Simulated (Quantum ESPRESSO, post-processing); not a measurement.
# Ag(111), 5 layers: cutoff convergence, part 2 of 2

Which setting serves for Ag(111), 5 layers? The runs below step through one kind of setting.

Quantum ESPRESSO 7.5; plane-wave DFT, PBE, SSSP efficiency pseudopotentials.

So far. Step 2 (Ground state: ecutwfc 68 Ry, ecutrho 544 Ry): Inside the slab this potential holds the local part of the pseudopotentials, which can be repulsive at the nuclei; only its value in the vacuum has a meaning of its own. Step 3 (SCF with pw.x: ecutwfc 56 Ry, ecutrho 448 Ry): Counted from each run's own zero (the Fermi level), the vacuum level differs from the first run's by +1 meV.

## Step 4: Self-consistent run: ecutwfc 45 Ry, ecutrho 360 Ry

c2.in

```
&control
  prefix = 'c2'
  outdir = './out'
  pseudo_dir = './pseudo'
  calculation = 'scf'
  tprnfor = .true.
/
&system
  ibrav = 0
  nat = 5
  ntyp = 1
  ecutwfc = 45
  ecutrho = 360
  occupations = 'smearing'
  smearing = 'mv'
  degauss = 0.02
  assume_isolated = 'esm'
  esm_bc = 'bc1'
/
&electrons
  conv_thr = 1e-07
  mixing_beta = 0.4
  electron_maxstep = 120
  mixing_mode = 'local-TF'
/
ATOMIC_SPECIES
  Ag  107.8682  Ag_ONCV_PBE-1.0.oncvpsp.upf
CELL_PARAMETERS angstrom
  2.89206673505298 0.00000000000000 0.00000000000000
  1.44603336752649 2.50460326199580 0.00000000000000
  0.00000000000000 0.00000000000000 25.44545040394228
ATOMIC_POSITIONS crystal
  Ag  0.666666666700 0.666666666700 -0.185601949543
  Ag  0.000000000000 0.000000000000 -0.092800974771
  Ag  0.333333333300 0.333333333300 0.000000000000
  Ag  0.666666666700 0.666666666700 0.092800974771
  Ag  0.000000000000 0.000000000000 0.185601949543
K_POINTS automatic
  12 12 1 0 0 0
```

Launch:

```
$ OMP_NUM_THREADS=1 mpirun -n 4 pw.x -nk 4 -in c2.in > c2.out
```

Output:

```text
[banner, memory and clock lines left out]
Program PWSCF v.7.5 starts
[...]
Message from routine setup:
[...]
Message from routine setup:
[...]
number of electrons       =        95.00
     number of Kohn-Sham states=           58
     kinetic-energy cutoff     =      45.0000  Ry
     charge density cutoff     =     360.0000  Ry
[...]
number of k points=    19  Marzari-Vanderbilt smearing, width (Ry)=  0.0200
[...]
Dense  grid:   143847 G-vectors     FFT dimensions: (  36,  36, 300)
[...]
negative rho (up, down):  5.646E-07 0.000E+00
     Starting wfcs are   50 randomized atomic wfcs +    8 random wfcs
[...]
negative rho (up, down):  1.240E-08 0.000E+00
[...]
estimated scf accuracy    <       0.36035301 Ry
[...]
estimated scf accuracy    <       0.19970359 Ry
[...]
estimated scf accuracy    <       0.03905821 Ry
[...]
estimated scf accuracy    <       0.11158778 Ry
[...]
estimated scf accuracy    <       0.03268909 Ry
[...]
estimated scf accuracy    <       0.00414492 Ry
[...]
estimated scf accuracy    <       0.00942376 Ry
[...]
negative rho (up, down):  1.772E-03 0.000E+00
[...]
estimated scf accuracy    <       0.00579735 Ry
[...]
negative rho (up, down):  5.104E-03 0.000E+00
[...]
estimated scf accuracy    <       0.00493126 Ry
[...]
negative rho (up, down):  2.419E-03 0.000E+00
[...]
estimated scf accuracy    <       0.00604066 Ry
[...]
negative rho (up, down):  2.207E-03 0.000E+00
[...]
estimated scf accuracy    <       0.00012232 Ry
[...]
negative rho (up, down):  1.439E-03 0.000E+00
[...]
estimated scf accuracy    <       0.00099216 Ry
[...]
negative rho (up, down):  3.727E-05 0.000E+00
[...]
estimated scf accuracy    <       0.00184158 Ry
[...]
negative rho (up, down):  2.731E-04 0.000E+00
[...]
estimated scf accuracy    <       0.00008314 Ry
[...]
negative rho (up, down):  7.062E-05 0.000E+00
[...]
estimated scf accuracy    <       0.00008065 Ry
[...]
estimated scf accuracy    <       0.00000521 Ry
[...]
estimated scf accuracy    <       0.00000261 Ry
[...]
negative rho (up, down):  1.192E-05 0.000E+00
[...]
estimated scf accuracy    <       0.00000245 Ry
[...]
the Fermi energy is    -4.4552 ev
!    total energy              =   -1436.58743935 Ry
     estimated scf accuracy    <       0.00000008 Ry
     smearing contrib. (-TS)   =       0.00005101 Ry
     internal energy E=F+TS    =   -1436.58749036 Ry
[...]
one-electron contribution =   31554.02406971 Ry
     hartree contribution      =  -15807.58145462 Ry
     xc contribution           =    -135.49337223 Ry
     ewald contribution        =  -17047.53673322 Ry
     convergence has been achieved in  19 iterations
[...]
Total force =     0.008746     Total SCF correction =     0.001207
[...]
```

The job ended after 91 s (4 MPI ranks of Arm Neoverse V2, shared host; peak memory 0.62 GiB).

This step gave:

```
free energy                                                    : -19545.7678 eV
Fermi energy                                                   : -4.455 eV
vacuum line at the lower end of the cell, over the Fermi level : 4.455 eV
vacuum line at the upper end of the cell, over the Fermi level : 4.455 eV
```

The program's own clock; routines nest. Time by routine:

```csv
routine,wall time (s),calls
PWSCF,90.3,1
electrons,88.49,1
c_bands,75.23,20
cegterg,63.15,100
h_psi,41.24,1088
fftw,34.74,43310
vloc_psi,33.09,1088
sum_band,5.73,20
mix_rho,4.53,20
calbec,4.22,1108
h_psi:calbec,4,1088
add_vuspsi,3.97,1088
cdiaghg,3.46,1078
v_of_rho,2.8,20
```

Counted from each run's own zero (the Fermi level), the vacuum level differs from the first run's by -0 meV.

## Step 5: Ground state: ecutwfc 38 Ry, ecutrho 304 Ry

c3.in is the input of step 4 with these lines changed:

```diff
@@ -1,3 +1,3 @@
 &control
-  prefix = 'c2'
+  prefix = 'c3'
   outdir = './out'
@@ -11,4 +11,4 @@
   ntyp = 1
-  ecutwfc = 45
-  ecutrho = 360
+  ecutwfc = 38
+  ecutrho = 304
   occupations = 'smearing'
```

Launch:

```
$ OMP_NUM_THREADS=1 mpirun -n 4 pw.x -nk 4 -in c3.in > c3.out
```

Output:

```text
[banner, memory and clock lines left out]
Program PWSCF v.7.5 starts
[...]
Message from routine setup:
[...]
Message from routine setup:
[...]
number of electrons       =        95.00
     number of Kohn-Sham states=           58
     kinetic-energy cutoff     =      38.0000  Ry
     charge density cutoff     =     304.0000  Ry
[...]
number of k points=    19  Marzari-Vanderbilt smearing, width (Ry)=  0.0200
[...]
Dense  grid:   111339 G-vectors     FFT dimensions: (  36,  36, 270)
[...]
negative rho (up, down):  6.445E-07 0.000E+00
     Starting wfcs are   50 randomized atomic wfcs +    8 random wfcs
[...]
negative rho (up, down):  6.501E-08 0.000E+00
[...]
estimated scf accuracy    <       0.36902255 Ry
[...]
estimated scf accuracy    <       0.20847332 Ry
[...]
estimated scf accuracy    <       0.05534029 Ry
[...]
estimated scf accuracy    <       0.07114577 Ry
[...]
estimated scf accuracy    <       0.04728302 Ry
[...]
estimated scf accuracy    <       0.01355810 Ry
[...]
estimated scf accuracy    <       0.04961056 Ry
[...]
negative rho (up, down):  1.919E-03 0.000E+00
[...]
estimated scf accuracy    <       0.03865232 Ry
[...]
negative rho (up, down):  3.741E-03 0.000E+00
[...]
estimated scf accuracy    <       0.04508531 Ry
[...]
negative rho (up, down):  8.538E-04 0.000E+00
[...]
estimated scf accuracy    <       0.03372388 Ry
[...]
negative rho (up, down):  2.551E-03 0.000E+00
[...]
estimated scf accuracy    <       0.00671423 Ry
[...]
negative rho (up, down):  7.853E-04 0.000E+00
[...]
estimated scf accuracy    <       0.00058280 Ry
[...]
negative rho (up, down):  8.786E-04 0.000E+00
[...]
estimated scf accuracy    <       0.00095746 Ry
[...]
negative rho (up, down):  9.006E-05 0.000E+00
[...]
estimated scf accuracy    <       0.00009227 Ry
[...]
negative rho (up, down):  1.836E-05 0.000E+00
[...]
estimated scf accuracy    <       0.00028841 Ry
[...]
negative rho (up, down):  5.945E-07 0.000E+00
[...]
estimated scf accuracy    <       0.00009110 Ry
[...]
negative rho (up, down):  4.980E-08 0.000E+00
[...]
estimated scf accuracy    <       0.00003393 Ry
[...]
estimated scf accuracy    <       0.00000711 Ry
[...]
estimated scf accuracy    <       0.00000031 Ry
[...]
estimated scf accuracy    <       0.00000099 Ry
[...]
estimated scf accuracy    <       0.00000013 Ry
[...]
estimated scf accuracy    <       0.00000022 Ry
[...]
the Fermi energy is    -4.4656 ev
!    total energy              =   -1436.50271939 Ry
     estimated scf accuracy    <       0.00000001 Ry
     smearing contrib. (-TS)   =       0.00004899 Ry
     internal energy E=F+TS    =   -1436.50276838 Ry
[...]
one-electron contribution =   31554.51243425 Ry
     hartree contribution      =  -15807.99782514 Ry
     xc contribution           =    -135.48064428 Ry
     ewald contribution        =  -17047.53673322 Ry
     convergence has been achieved in  23 iterations
[...]
Total force =     0.008164     Total SCF correction =     0.000466
[...]
```

Wall time 82 s (4 MPI ranks); peak memory 0.64 GiB; 5.4 min of CPU time.

Read from the output:

```
free energy                                                    : -19544.6152 eV
Fermi energy                                                   : -4.466 eV
vacuum line at the lower end of the cell, over the Fermi level : 4.466 eV
vacuum line at the upper end of the cell, over the Fermi level : 4.466 eV
```

The program's own clock; routines nest. Time by routine:

```csv
routine,wall time (s),calls
PWSCF,81.11,1
electrons,79.72,1
c_bands,65.87,24
cegterg,58.33,120
h_psi,38.58,1069
fftw,32.97,50800
vloc_psi,31.3,1069
sum_band,5.59,24
mix_rho,5.02,24
calbec,3.75,1089
h_psi:calbec,3.58,1069
add_vuspsi,3.54,1069
cdiaghg,3.36,1059
v_of_rho,3.08,24
```

Counted from each run's own zero (the Fermi level), the vacuum level differs from the first run's by +10 meV.

## Step 6: SCF with pw.x: ecutwfc 31 Ry, ecutrho 248 Ry

c4.in is the input of step 5 with these lines changed:

```diff
@@ -1,3 +1,3 @@
 &control
-  prefix = 'c3'
+  prefix = 'c4'
   outdir = './out'
@@ -11,4 +11,4 @@
   ntyp = 1
-  ecutwfc = 38
-  ecutrho = 304
+  ecutwfc = 31
+  ecutrho = 248
   occupations = 'smearing'
```

Launch:

```
$ OMP_NUM_THREADS=1 mpirun -n 4 pw.x -nk 4 -in c4.in > c4.out
```

Output:

```text
[banner, memory and clock lines left out]
Program PWSCF v.7.5 starts
[...]
Message from routine setup:
[...]
Message from routine setup:
[...]
number of electrons       =        95.00
     number of Kohn-Sham states=           58
     kinetic-energy cutoff     =      31.0000  Ry
     charge density cutoff     =     248.0000  Ry
[...]
number of k points=    19  Marzari-Vanderbilt smearing, width (Ry)=  0.0200
[...]
Dense  grid:    82183 G-vectors     FFT dimensions: (  27,  27, 243)
[...]
negative rho (up, down):  7.553E-07 0.000E+00
     Starting wfcs are   50 randomized atomic wfcs +    8 random wfcs
[...]
negative rho (up, down):  1.467E-08 0.000E+00
[...]
estimated scf accuracy    <       0.27922282 Ry
[...]
negative rho (up, down):  9.981E-08 0.000E+00
[...]
estimated scf accuracy    <       0.16640428 Ry
[...]
estimated scf accuracy    <       0.02420973 Ry
[...]
estimated scf accuracy    <       0.01269255 Ry
[...]
estimated scf accuracy    <       0.00500668 Ry
[...]
negative rho (up, down):  1.593E-04 0.000E+00
[...]
estimated scf accuracy    <       0.00274195 Ry
[...]
negative rho (up, down):  5.003E-04 0.000E+00
[...]
estimated scf accuracy    <       0.00166639 Ry
[...]
negative rho (up, down):  4.845E-03 0.000E+00
[...]
estimated scf accuracy    <       0.00104869 Ry
[...]
negative rho (up, down):  4.028E-03 0.000E+00
[...]
estimated scf accuracy    <       0.00062514 Ry
[...]
negative rho (up, down):  2.520E-04 0.000E+00
[...]
estimated scf accuracy    <       0.00037894 Ry
[...]
negative rho (up, down):  2.343E-04 0.000E+00
[...]
estimated scf accuracy    <       0.00000993 Ry
[...]
negative rho (up, down):  1.633E-04 0.000E+00
[...]
estimated scf accuracy    <       0.00002112 Ry
[...]
estimated scf accuracy    <       0.00003232 Ry
[...]
estimated scf accuracy    <       0.00003100 Ry
[...]
estimated scf accuracy    <       0.00001030 Ry
[...]
estimated scf accuracy    <       0.00000116 Ry
[...]
estimated scf accuracy    <       0.00000032 Ry
[...]
the Fermi energy is    -4.5472 ev
!    total energy              =   -1435.70453730 Ry
     estimated scf accuracy    <          8.6E-09 Ry
     smearing contrib. (-TS)   =       0.00005243 Ry
     internal energy E=F+TS    =   -1435.70458973 Ry
[...]
one-electron contribution =   31558.17062929 Ry
     hartree contribution      =  -15811.07482901 Ry
     xc contribution           =    -135.26365679 Ry
     ewald contribution        =  -17047.53673322 Ry
     convergence has been achieved in  18 iterations
[...]
Total force =     0.010824     Total SCF correction =     0.000519
[...]
```

Elapsed: 52 s, on 4 MPI ranks; peak memory 0.43 GiB.

This step gave:

```
free energy                                                    : -19533.7553 eV
Fermi energy                                                   : -4.547 eV
vacuum line at the lower end of the cell, over the Fermi level : 4.547 eV
vacuum line at the upper end of the cell, over the Fermi level : 4.547 eV
```

The program's own clock; routines nest. Time by routine:

```csv
routine,wall time (s),calls
PWSCF,51.76,1
electrons,50.67,1
c_bands,42.42,19
cegterg,36.23,95
h_psi,24.57,877
fftw,21.65,38576
vloc_psi,20.45,877
sum_band,3.82,19
mix_rho,2.97,19
cdiaghg,2.76,867
calbec,2.14,897
h_psi:calbec,2.02,877
add_vuspsi,2,877
ffts,1.95,1725
```

Counted from each run's own zero (the Fermi level), the vacuum level differs from the first run's by +92 meV.

## Step 7: Ground state: ecutwfc 25 Ry, ecutrho 200 Ry

c5.in is the input of step 6 with these lines changed:

```diff
@@ -1,3 +1,3 @@
 &control
-  prefix = 'c4'
+  prefix = 'c5'
   outdir = './out'
@@ -11,4 +11,4 @@
   ntyp = 1
-  ecutwfc = 31
-  ecutrho = 248
+  ecutwfc = 25
+  ecutrho = 200
   occupations = 'smearing'
```

Launch:

```
$ OMP_NUM_THREADS=1 mpirun -n 4 pw.x -nk 4 -in c5.in > c5.out
```

Output:

```text
[banner, memory and clock lines left out]
Program PWSCF v.7.5 starts
[...]
Message from routine setup:
[...]
Message from routine setup:
[...]
number of electrons       =        95.00
     number of Kohn-Sham states=           58
     kinetic-energy cutoff     =      25.0000  Ry
     charge density cutoff     =     200.0000  Ry
[...]
number of k points=    19  Marzari-Vanderbilt smearing, width (Ry)=  0.0200
[...]
Dense  grid:    59581 G-vectors     FFT dimensions: (  27,  27, 225)
[...]
negative rho (up, down):  5.954E-07 0.000E+00
     Starting wfcs are   50 randomized atomic wfcs +    8 random wfcs
[...]
negative rho (up, down):  4.171E-06 0.000E+00
[...]
estimated scf accuracy    <       0.67224577 Ry
[...]
negative rho (up, down):  1.705E-03 0.000E+00
[...]
estimated scf accuracy    <       0.33324942 Ry
[...]
negative rho (up, down):  3.639E-05 0.000E+00
[...]
estimated scf accuracy    <       0.02198609 Ry
[...]
estimated scf accuracy    <       0.01167300 Ry
[...]
estimated scf accuracy    <       0.00265756 Ry
[...]
estimated scf accuracy    <       0.00195463 Ry
[...]
estimated scf accuracy    <       0.00169235 Ry
[...]
negative rho (up, down):  3.093E-03 0.000E+00
[...]
estimated scf accuracy    <       0.00060302 Ry
[...]
negative rho (up, down):  7.694E-04 0.000E+00
[...]
estimated scf accuracy    <       0.00046338 Ry
[...]
negative rho (up, down):  3.231E-08 0.000E+00
[...]
estimated scf accuracy    <       0.00004587 Ry
[...]
estimated scf accuracy    <       0.00018015 Ry
[...]
estimated scf accuracy    <       0.00003039 Ry
[...]
estimated scf accuracy    <       0.00000138 Ry
[...]
estimated scf accuracy    <       0.00000283 Ry
[...]
estimated scf accuracy    <       0.00000029 Ry
[...]
estimated scf accuracy    <       0.00000061 Ry
[...]
estimated scf accuracy    <       0.00000026 Ry
[...]
the Fermi energy is    -4.8685 ev
!    total energy              =   -1431.97230456 Ry
     estimated scf accuracy    <          8.9E-09 Ry
     smearing contrib. (-TS)   =       0.00005859 Ry
     internal energy E=F+TS    =   -1431.97236315 Ry
[...]
one-electron contribution =   31572.81379603 Ry
     hartree contribution      =  -15822.97383180 Ry
     xc contribution           =    -134.27559416 Ry
     ewald contribution        =  -17047.53673322 Ry
     convergence has been achieved in  18 iterations
[...]
Total force =     0.017252     Total SCF correction =     0.000499
[...]
```

The job ended after 34 s (4 MPI ranks; peak memory 0.36 GiB).

This step gave:

| Item | Value |
| --- | --- |
| free energy | -19482.9757 eV |
| Fermi energy | -4.869 eV |
| vacuum line at the lower end of the cell, over the Fermi level | 4.868 eV |
| vacuum line at the upper end of the cell, over the Fermi level | 4.868 eV |

The program's own clock; routines nest. Time by routine:

```csv
routine,wall time (s),calls
PWSCF,33.45,1
electrons,32.7,1
c_bands,28.07,19
cegterg,24.18,95
h_psi,15.07,797
fftw,12.82,38852
vloc_psi,12.09,797
cdiaghg,2.62,787
sum_band,2.15,19
calbec,1.55,817
h_psi:calbec,1.46,797
add_vuspsi,1.45,797
mix_rho,1.31,19
v_of_rho,1.12,19
```

Counted from each run's own zero (the Fermi level), the vacuum level differs from the first run's by +412 meV.

## Step 8: SCF with pw.x: ecutwfc 20 Ry, ecutrho 160 Ry

c6.in is the input of step 7 with these lines changed:

```diff
@@ -1,3 +1,3 @@
 &control
-  prefix = 'c5'
+  prefix = 'c6'
   outdir = './out'
@@ -11,4 +11,4 @@
   ntyp = 1
-  ecutwfc = 25
-  ecutrho = 200
+  ecutwfc = 20
+  ecutrho = 160
   occupations = 'smearing'
```

Launch:

```
$ OMP_NUM_THREADS=1 mpirun -n 4 pw.x -nk 4 -in c6.in > c6.out
```

Output:

```text
[banner, memory and clock lines left out]
Program PWSCF v.7.5 starts
[...]
Message from routine setup:
[...]
Message from routine setup:
[...]
number of electrons       =        95.00
     number of Kohn-Sham states=           58
     kinetic-energy cutoff     =      20.0000  Ry
     charge density cutoff     =     160.0000  Ry
[...]
number of k points=    19  Marzari-Vanderbilt smearing, width (Ry)=  0.0200
[...]
Dense  grid:    42109 G-vectors     FFT dimensions: (  24,  24, 200)
[...]
negative rho (up, down):  4.531E-05 0.000E+00
     Starting wfcs are   50 randomized atomic wfcs +    8 random wfcs
[...]
negative rho (up, down):  4.258E-04 0.000E+00
[...]
estimated scf accuracy    <       3.41125001 Ry
[...]
negative rho (up, down):  2.109E-02 0.000E+00
[...]
estimated scf accuracy    <       1.86921566 Ry
[...]
negative rho (up, down):  6.868E-03 0.000E+00
[...]
estimated scf accuracy    <       0.05530706 Ry
[...]
negative rho (up, down):  3.553E-03 0.000E+00
[...]
estimated scf accuracy    <       0.00954746 Ry
[...]
negative rho (up, down):  1.742E-04 0.000E+00
[...]
estimated scf accuracy    <       0.00781779 Ry
[...]
negative rho (up, down):  2.306E-06 0.000E+00
[...]
estimated scf accuracy    <       0.00070831 Ry
[...]
estimated scf accuracy    <       0.00063879 Ry
[...]
estimated scf accuracy    <       0.00031415 Ry
[...]
estimated scf accuracy    <       0.00012586 Ry
[...]
estimated scf accuracy    <       0.00013449 Ry
[...]
estimated scf accuracy    <       0.00007141 Ry
[...]
estimated scf accuracy    <       0.00000908 Ry
[...]
estimated scf accuracy    <       0.00001463 Ry
[...]
estimated scf accuracy    <       0.00000200 Ry
[...]
estimated scf accuracy    <       0.00000015 Ry
[...]
estimated scf accuracy    <       0.00000024 Ry
[...]
estimated scf accuracy    <       0.00000031 Ry
[...]
the Fermi energy is    -5.6686 ev
!    total energy              =   -1421.75054642 Ry
     estimated scf accuracy    <       0.00000003 Ry
     smearing contrib. (-TS)   =      -0.00006626 Ry
     internal energy E=F+TS    =   -1421.75048016 Ry
[...]
one-electron contribution =   31609.90324550 Ry
     hartree contribution      =  -15852.47667558 Ry
     xc contribution           =    -131.64031686 Ry
     ewald contribution        =  -17047.53673322 Ry
     convergence has been achieved in  18 iterations
[...]
Total force =     0.026444     Total SCF correction =     0.001685
[...]
```

It took 18 s on 4 MPI ranks; peak memory 0.3 GiB; 71 s of CPU time.

Read from the output:

* free energy: -19343.9016 eV
* Fermi energy: -5.669 eV
* slope of the potential below: -0.008759 eV/Å
* vacuum line at the lower end of the cell, over the Fermi level: 5.667 eV
* slope of the potential above: 0.01045 eV/Å
* vacuum line at the upper end of the cell, over the Fermi level: 5.666 eV

The program's own clock; routines nest. Time by routine:

```csv
routine,wall time (s),calls
PWSCF,17.23,1
electrons,16.73,1
c_bands,14.27,18
cegterg,12.37,90
h_psi,6.12,576
vloc_psi,4.16,576
fftw,4.13,36856
cdiaghg,1.9,571
calbec,1.03,596
h_psi:calbec,0.96,576
add_vuspsi,0.95,576
sum_band,0.91,18
v_of_rho,0.76,19
mix_rho,0.69,18
```

Counted from each run's own zero (the Fermi level), the vacuum level differs from the first run's by +1211 meV.

## Step 9: The series side by side

All levels:

```csv
level,vacuum level over the Fermi level (eV),its change from the first (meV),energy from the first (meV an atom),SCF iterations,wall time (s),peak memory (GiB),CPU time (s)
"ecutwfc 68 Ry, ecutrho 544 Ry",4.455,0,0,21,206.9,1.07,827
"ecutwfc 56 Ry, ecutrho 448 Ry",4.457,1.2,0.1363,22,163.6,1.01,653.5
"ecutwfc 45 Ry, ecutrho 360 Ry",4.455,-0.2013,12.25,19,90.9,0.62,363.1
"ecutwfc 38 Ry, ecutrho 304 Ry",4.466,10.18,242.8,23,81.74,0.64,326.2
"ecutwfc 31 Ry, ecutrho 248 Ry",4.547,91.64,2415,18,52.39,0.43,209
"ecutwfc 25 Ry, ecutrho 200 Ry",4.868,412.4,12571,18,34.05,0.36,135.7
"ecutwfc 20 Ry, ecutrho 160 Ry",5.666,1211,40386,18,17.83,0.3,70.82
```

## Step 10: Results

```yaml
vacuum_level_over_the_fermi_level_ecutwfc_68_ry_ecutrho_544_ry: 4.455 eV
cheapest_step_of_the_main_series_that_with_all_steps_before_it_keeps_the_vacuum_level_within_20_mev_of_the_first: ecutwfc 38 Ry, ecutrho 304 Ry: +10 meV, 5.4 min of CPU time against 14 min
setting_with_the_largest_shift_of_the_level: ecutwfc 20 Ry, ecutrho 160 Ry: +1211 meV
```

In words: The cheapest step of the main series that, with all steps before it, keeps the vacuum level within 20 meV of the first is ecutwfc 38 Ry, ecutrho 304 Ry: +10 meV, 5.4 min of CPU time against 14 min. Over the series the energy moves by up to 40386 meV an atom and the vacuum level by up to 1211 meV. At the customary cutoff (third row) the total energy is still 12 meV an atom off while the level is within 1 meV. The times come from a shared host and are rough. Peak memory is sampled during the run and can miss the peak. The geometry is as built, not relaxed.

[Logs are printed without paths, hosts, clocks, repeated set-up lines and the standing remarks that a program may print on its own settings, such as how far it seeks lower states.]

[Hosts, paths, dates, database ids (printed as entryN), source tags and the programs' standing remarks are cut or masked in the printed files.]

[Maps of the electrostatic potential energy from Ansatz leave out the sawtooth potential of an applied field or a dipole correction, so their vacuum need not be flat; planar profiles and work functions include it.]
